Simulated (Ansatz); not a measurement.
## Starting-point dependence of the GW gap of LaInO3 (Pnma)

One-shot GW is not self-consistent; how far does the start matter for LaInO3 (Pnma)?

Main program and level: Ansatz 0.2.0; G0W0 on several functionals, plane waves, PAW.

## (1) Set-up

Symmetry: Pnma, No. 62, orthorhombic system. Conventional cell: a = 5.940 Å, b = 8.216 Å, c = 5.723 Å, α = 90.00°, β = 90.00°, γ = 90.00°. Nearest to La lie 8 O at 2.38 to 2.94 Å. Nearest to In lie 6 O at 2.16 to 2.17 Å. Nearest to O lie 2 In at 2.17 Å and 2 La at 2.38 to 2.50 Å. O has 2 In at 2.16 to 2.17 Å and 3 La at 2.40 to 2.94 Å nearest. Farther neighbours and most contacts between anions are not listed.

Geometry: measured cell, ions relaxed with r2SCAN. The runs that relaxed it are not among those shown. Spin-orbit coupling is left out unless a step names it. The default PAW set here is soft_2. Its files were made with PBE.

## (2) G0W0 on LDA

Now the one-shot GW correction: screening in the RPA, then the self-energy of the levels asked for.

This step: G0W0 on LDA, plane waves, PAW.

input.yaml

```yaml
crystal:
  lattice:
    - [5.9404, 0.0, 0.0]
    - [0.0, 8.2158, 0.0]
    - [0.0, 0.0, 5.7229]
  atoms:
    - { symbol: La, position: [0.9463878551, 0.25, 0.0153056088] }
    - { symbol: La, position: [0.5536121449, 0.75, 0.5153056088] }
    - { symbol: La, position: [0.4463878551, 0.25, 0.4846943912] }
    - { symbol: La, position: [0.0536121449, 0.75, 0.9846943912] }
    - { symbol: In, position: [0.0, 0.0, 0.5] }
    - { symbol: In, position: [0.5, 0.0, 0.0] }
    - { symbol: In, position: [0.5, 0.5, 0.0] }
    - { symbol: In, position: [0.0, 0.5, 0.5] }
    - { symbol: O, position: [0.044381747, 0.25, 0.6126999622] }
    - { symbol: O, position: [0.455618253, 0.75, 0.1126999622] }
    - { symbol: O, position: [0.544381747, 0.25, 0.8873000378] }
    - { symbol: O, position: [0.955618253, 0.75, 0.3873000378] }
    - { symbol: O, position: [0.1980525852, 0.0593550044, 0.195575952] }
    - { symbol: O, position: [0.3019474148, 0.9406449956, 0.695575952] }
    - { symbol: O, position: [0.6980525852, 0.4406449956, 0.304424048] }
    - { symbol: O, position: [0.8019474148, 0.5593550044, 0.804424048] }
    - { symbol: O, position: [0.8019474148, 0.9406449956, 0.804424048] }
    - { symbol: O, position: [0.6980525852, 0.0593550044, 0.304424048] }
    - { symbol: O, position: [0.3019474148, 0.5593550044, 0.695575952] }
    - { symbol: O, position: [0.1980525852, 0.4406449956, 0.195575952] }
kpoints:
  mp_grid: { grid: [2, 2, 2] }
hamiltonian:
  xc: lda
scf:
  occupations: { method: fixed }
gw:
  n_empty_bands: 436
  ecut_chi: 78
  qp_bands: [v4, c4]
  qp_kpoints: band_edges
  screening: { model: contour_deformation }
```

On the command line:

```sh
> ansatz run input.yaml --threads 8 --pin off --max-ram 55296MiB --backend cuda --events-out ev --progress --plain --runs-dir out --devices 1 --max-vram 24GiB
```

Numbers of over 12 decimals in the logs are rounded to 6 here.

Output:

```text
GPUs: using 1 of 1 available (devices: 1).
Engine: ansatz 0.2.0, x86_64-unknown-linux-gnu
Pseudopotentials: kind: paw
Pseudopotential: La, paw, valence charge 11, recommended cutoff 420 eV (normal), La.paw.azcp
Pseudopotential: In, paw, valence charge 13, recommended cutoff 420 eV (normal), In.paw.azcp
Pseudopotential: O, paw, valence charge 6, recommended cutoff 420 eV (normal), O.paw.azcp
Functional definition: SPW92
  exchange = slater_x
  correlation = pw_c
device memory: the entry about to start is reckoned to put 11.1 GiB on a device that reports 78.6 GiB free (of which the cap on the GPU budget leaves the run 24.0 GiB)
GPU FFT provider: cuFFT
GPU libraries: cuBLAS 13.8.2, cuFFT 12.4.0, cuSOLVER 12.3.4
Crystal: 20 atoms, lattice volume = 279.307 Å³
Basis set: ecut = 420 eV, 5459 PW (Γ)
Bands: 104, of which v1, the nominal top of the filled ones, is band 84 counted from 1 (83 counted from 0)
Symmetry: 8 space group operations
Space group: Pnma (ITA 62), of the structure as read, at distance tolerance 6.5e-5 Å
k-points: 8
Non-local potential: La, projectors of the file, l = 0: 3, l = 1: 2, l = 2: 2, l = 3: 3
Non-local potential: In, projectors of the file, l = 0: 2, l = 1: 2, l = 2: 2, l = 3: 2
Non-local potential: O, projectors of the file, l = 0: 2, l = 1: 2, l = 2: 1
PAW form: soft (Blöchl's): semilocal exchange-correlation on the pseudo side does not see the compensation charge
PAW frozen core: La, regenerated for the run's functional, and the local potential with it (the file was generated under x = pbe(κ = 0.804, μ = 0.219515), c = pbe(β = 0.066725))
PAW frozen core: In, regenerated for the run's functional, and the local potential with it (the file was generated under x = pbe(κ = 0.804, μ = 0.219515), c = pbe(β = 0.066725))
PAW frozen core: O, regenerated for the run's functional, and the local potential with it (the file was generated under x = pbe(κ = 0.804, μ = 0.219515), c = pbe(β = 0.066725))
PAW one-centre angular grid: La, 590 points (default); XC on 64 Gauss nodes
PAW one-centre angular grid: In, 590 points (default); XC on 64 Gauss nodes
PAW one-centre angular grid: O, 110 points (default); XC on 64 Gauss nodes
Initial density: superposition of atomic densities (neutral atoms: chi_scale 0, normalization atom), corrected by the library's trained network
Initial wavefunctions: pseudopotential atomic-orbital guess
GPU buffer pool allocated for 96000 grid points (all kernels)
GPU transforms: local potential and band sums: pruned to the plane-wave sphere, on 40×60×40
Functional: x = slater, c = lda
SCF iter   1: F=—  HF=-52817.908011 eV  |F-HF|=—  |Δ(HF+E_count)|=         —  Δρ=1.79e-2  dr2=8.08e-1  ethr=1.77e-3  ⟨swp⟩=4.0  Hψ=2951  notcnv=0  defer=94
preconditioner: auto → Resta (q_TF=auto, 2.507 Å⁻¹)  ε∞=5.8  [insulator: Δε(μ)=2.716 eV  Ē_g=12.866 eV  n_scr=74 (ndim 8)  ℏωp=28.1 eV  f_vac=0.000  ε∞_Penn≈5.8]
SCF iter   2: F=—  HF=-52817.718118 eV  |F-HF|=—  |Δ(HF+E_count)|=   1.90e-1  Δρ=5.59e-3  dr2=3.79e-2  ethr=4.81e-4  ⟨swp⟩=2.6  Hψ=1621  notcnv=0  defer=116
SCF iter   3: F=—  HF=-52817.707936 eV  |F-HF|=—  |Δ(HF+E_count)|=   1.02e-2  Δρ=2.27e-3  dr2=8.73e-3  ethr=2.25e-5  ⟨swp⟩=3.4  Hψ=1461  notcnv=0  defer=140
SCF iter   4: F=—  HF=-52817.705436 eV  |F-HF|=—  |Δ(HF+E_count)|=   2.50e-3  Δρ=6.41e-4  dr2=7.55e-4  ethr=5.20e-6  ⟨swp⟩=2.1  Hψ=1073  notcnv=0  defer=140
SCF iter   5: F=—  HF=-52817.705246 eV  |F-HF|=—  |Δ(HF+E_count)|=   1.90e-4  Δρ=1.74e-4  dr2=7.88e-5  ethr=4.50e-7  ⟨swp⟩=2.0  Hψ=1284  notcnv=0  defer=105
SCF iter   6: F=—  HF=-52817.705234 eV  |F-HF|=—  |Δ(HF+E_count)|=   1.27e-5  Δρ=6.00e-5  dr2=7.61e-6  ethr=4.69e-8  ⟨swp⟩=2.0  Hψ=1413  notcnv=0  defer=82
SCF iter   7: F=—  HF=-52817.705233 eV  |F-HF|=—  |Δ(HF+E_count)|=   2.75e-7  Δρ=1.15e-5  dr2=3.37e-7  ethr=4.53e-9  ⟨swp⟩=2.0  Hψ=1021  notcnv=0  defer=82
SCF iter   8: F=-52817.705233 eV  HF=-52817.705233 eV  |F-HF|=1.21e-9  |Δ(HF+E_count)|=   3.40e-8  Δρ=1.66e-6  dr2=1.07e-8  ethr=5.95e-11  ⟨swp⟩=12.1  Hψ=3290  notcnv=0
SCF 1 converged in 8 iterations: F = -52817.705233 eV  dr2 = 1.07e-8
  greatest PAW one-centre occupation: 0.992 electrons in one spin orbital (limit 2), on the In atom at site 4 (counted from 0), in its partial waves of l = 2
device memory: the entry about to start is reckoned to put 13.9 GiB (of the 14.3 GiB reckoned in all, the device holds 0.4 GiB already) on a device that reports 78.2 GiB free (of which the cap on the GPU budget leaves the run 23.6 GiB)
NSCF: frozen V_eff on 8 k-points
the band table was solved once the SCF had ended and its energy, with any forces and stress, was formed, with the checks that follow a solve (3250 applications of the Hamiltonian). They found nothing against the state; the energy, forces and stress were not computed again (output.eigenvalues in the input reference)
device memory: the entry about to start is reckoned to put 14.6 GiB on a device that reports 78.5 GiB free (of which the cap on the GPU budget leaves the run 24.0 GiB)
NSCF: frozen V_eff on 8 k-points
G₀W₀ screening: q 1/8
[... further progress lines ...]
SCF converged after 8 iterations
Free energy (F): -52817.705233 eV
Harris-Foulkes:  -52817.705233 eV  (|F-HF|=1.21e-9)
Internal energy: -52817.705233 eV  (E = F + TS)
E sigma→0 (E₀):  -52817.705233 eV
[...]
k-point 1: bands = [... 80 lower, 9.3350, 9.3350, 9.3831, 9.3831, 14.0494, 14.0494, 14.4131, 14.4131, ... 16 higher]
  k-point 2: bands = [... 80 lower, 9.3383, 9.3383, 9.6097, 9.6097, 13.4101, 13.4101, 14.4177, 14.4177, ... 16 higher]
  k-point 7: bands = [... 80 lower, 9.4625, 9.4625, 9.4625, 9.4625, 14.4486, 14.4486, 14.4486, 14.4486, ... 16 higher]
--- G₀W₀: contour deformation, 6 samples at zero and on the imaginary axis and 1 off it, 8 q-points, 436 empty bands' worth ---
  eigenvalues of the whole cell's RPA ε∞ on this k-mesh (on a slab, of 1 + 4πα/V) = 4.8385, 4.9418, 5.1257; static W/v taken at q = 0 is 0.200261
  gw.qp_kpoints: band_edges: 8 of 8 stored k-points solved, in 1 pass; an edge of the gap read off the rows below is read off those points alone
  `?` marks the rows in doubt; gw_qp.tsv's column doubts and the gw_qp event give each row's grounds
    ik  band        ε_KS         Σx   Σc(E_QP)       V_xc       Z   E_QP_lin       E_QP  E_QP is
     0    81      9.3323   -25.5658     4.7807   -20.6149  0.7484     9.1617     9.1621  root
     0    82      9.3994   -26.7923     4.2261   -22.4192  0.7635     9.2521     9.2524  root
     0    83      9.5470   -27.1178     4.3055   -22.6705  0.7622     9.4048     9.4051  root
     0    84      9.6973   -27.3821     4.3513   -22.9135  0.7614     9.5797     9.5799  root
     0    85     12.5328   -13.4413    -3.2576   -17.8811  0.8103    13.7258    13.7150  root
     0    86     14.3736   -17.4046    -8.3403   -29.4538  0.7433    18.5522    18.0825  root ?
     0    87     14.3903   -18.9164    -9.4413   -32.4343  0.7323    19.1474    18.4669  root ?
     0    88     14.4447   -18.9847    -9.3125   -32.3379  0.7330    19.1471    18.4854  root ?
     1    81      9.3350   -25.6587     4.7918   -20.6808  0.7497     9.1484     9.1489  root
     1    82      9.3350   -25.6587     4.7918   -20.6808  0.7497     9.1484     9.1489  root
     1    83      9.3831   -26.1133     4.6622   -21.2898  0.7539     9.2214     9.2217  root
     1    84      9.3831   -26.1133     4.6622   -21.2898  0.7539     9.2214     9.2217  root
     1    85     14.0494   -14.2621    -5.1987   -21.7499  0.7887    16.4289    16.3386  root
     1    86     14.0494   -14.2621    -5.1987   -21.7499  0.7887    16.4289    16.3386  root
     1    87     14.4131   -18.8657    -9.3462   -32.2536  0.7324    19.1211    18.4548  root ?
     1    88     14.4131   -18.8657    -9.3462   -32.2536  0.7324    19.1211    18.4548  root ?
     2    81      9.3383   -26.0256     4.7697   -21.0889  0.7509     9.1709     9.1713  root
     2    82      9.3383   -26.0256     4.7697   -21.0889  0.7509     9.1709     9.1713  root
     2    83      9.6097   -27.2249     4.3227   -22.7691  0.7619     9.4764     9.4767  root
     2    84      9.6097   -27.2249     4.3227   -22.7691  0.7619     9.4764     9.4767  root
     2    85     13.4101   -13.3139    -3.7799   -18.5257  0.8067    14.8627    14.8420  root
     2    86     13.4101   -13.3139    -3.7799   -18.5257  0.8067    14.8627    14.8420  root
     2    87     14.4177   -18.9597    -9.3324   -32.3326  0.7322    19.1235    18.4583  root ?
     2    88     14.4177   -18.9597    -9.3324   -32.3326  0.7322    19.1235    18.4583  root ?
     3    81      9.3059   -25.9761     4.6655   -21.1420  0.7514     9.1369     9.1373  root
     3    82      9.3059   -25.9761     4.6655   -21.1420  0.7514     9.1369     9.1373  root
     3    83      9.5245   -26.2613     4.6775   -21.4325  0.7550     9.3729     9.3733  root
     3    84      9.5245   -26.2613     4.6775   -21.4325  0.7550     9.3729     9.3733  root
     3    85     14.2955   -15.5699    -6.5981   -25.1799  0.7694    17.5220    17.3074  root ?
     3    86     14.2955   -15.5699    -6.5981   -25.1799  0.7694    17.5220    17.3074  root ?
     3    87     14.3918   -17.4633    -8.1590   -29.2903  0.7470    18.4965    18.0598  root ?
     3    88     14.3918   -17.4633    -8.1590   -29.2903  0.7470    18.4965    18.0598  root ?
     4    81      9.3482   -25.7277     4.7960   -20.7263  0.7502     9.1422     9.1428  root
     4    82      9.3482   -25.7277     4.7960   -20.7263  0.7502     9.1422     9.1428  root
     4    83      9.4601   -26.4404     4.6257   -21.6595  0.7543     9.3046     9.3049  root
[...]
4    87     14.4097   -18.3916    -9.0225   -31.3458  0.7357    18.9389    18.3414  root ?
     4    88     14.4097   -18.3916    -9.0225   -31.3458  0.7357    18.9389    18.3414  root ?
[...]
5    85     14.4465   -18.9414    -9.3210   -32.3088  0.7332    19.1555    18.4930  root ?
     5    86     14.4465   -18.9414    -9.3210   -32.3088  0.7332    19.1555    18.4930  root ?
     5    87     14.4710   -19.3959    -9.4926   -32.9586  0.7290    19.2475    18.5412  root ?
     5    88     14.4710   -19.3959    -9.4926   -32.9586  0.7290    19.2475    18.5412  root ?
     6    81      9.3180   -25.7556     4.7085   -20.8665  0.7514     9.1370     9.1374  root
     6    82      9.3180   -25.7556     4.7085   -20.8665  0.7514     9.1370     9.1374  root
     6    83      9.3180   -25.7556     4.7085   -20.8665  0.7514     9.1370     9.1374  root
     6    84      9.3180   -25.7556     4.7085   -20.8665  0.7514     9.1370     9.1374  root
     6    85     14.3311   -15.8926    -6.8217   -25.8320  0.7643    17.6916    17.4487  root ?
     6    86     14.3311   -15.8926    -6.8217   -25.8320  0.7643    17.6916    17.4487  root ?
     6    87     14.3311   -15.8926    -6.8217   -25.8320  0.7643    17.6916    17.4487  root ?
     6    88     14.3311   -15.8926    -6.8217   -25.8320  0.7643    17.6916    17.4487  root ?
     7    81      9.4625   -26.2890     4.6496   -21.4713  0.7537     9.2940     9.2944  root
     7    82      9.4625   -26.2890     4.6496   -21.4713  0.7537     9.2940     9.2944  root
     7    83      9.4625   -26.2890     4.6496   -21.4713  0.7537     9.2940     9.2944  root
     7    84      9.4625   -26.2890     4.6496   -21.4713  0.7537     9.2940     9.2944  root
     7    85     14.4486   -19.1416    -9.4614   -32.6723  0.7307    19.2111    18.5177  root ?
     7    86     14.4486   -19.1416    -9.4614   -32.6723  0.7307    19.2111    18.5177  root ?
     7    87     14.4486   -19.1416    -9.4614   -32.6723  0.7307    19.2111    18.5177  root ?
     7    88     14.4486   -19.1416    -9.4614   -32.6723  0.7307    19.2111    18.5177  root ?
[key lines of the parts left out:]
Fermi energy:    9.697253 eV
```

It took 7.7 s on 1 × NVIDIA H100 80GB HBM3 with 8 threads of AMD EPYC 7R13 (Zen 3), shared host; peak memory 1.9 GiB.

In the SCF lines HF is the Harris–Foulkes energy and dr2 the Hartree energy of the density residual, in eV; the loop may stop once dr2 is under the threshold and the program's other checks hold. Hψ counts applications of the Hamiltonian.

Numbers from this step:

* bands summed: 520
* RPA ε∞ on this mesh (eigenvalues): 4.839, 4.942, 5.126
* plane waves in the screening matrix: 431
* q-points in the mesh: 8
* G0W0 gap on the mesh: 4.135 eV
* k of the valence top: 0, 0, 0
* k of the conduction bottom: 0, 0, 0
* starting gap on the mesh: 2.836 eV
* Z at the valence top: 0.7614
* Z at the conduction bottom: 0.8103
* least direct G0W0 gap on the computed points: 4.135 eV

The gap on the mesh goes from 2.84 eV to 4.14 eV, a correction of +1.30 eV. Between the two edge states, bare exchange in place of the xc potential would open the gap by 8.91 eV, and correlation takes back 7.61 eV.

[end of part 1 of 2]

[Paths, hosts, dates, memory and timing lines, banners, echoed tables and standing remarks are left out of the program output.]

[Logs are printed without paths, hosts, clocks, repeated set-up lines and the standing remarks that a program may print on its own settings, such as how far it seeks lower states.]

[Runs of the session that timed out or met a known fault of the program may be left out.]

[Cells called generated may have been cut or substituted from an entry of the Crystallography Open Database or the Materials Project.]

[Hosts, paths, dates, database ids (printed as entryN), source tags and the programs' standing remarks are cut or masked in the printed files.]
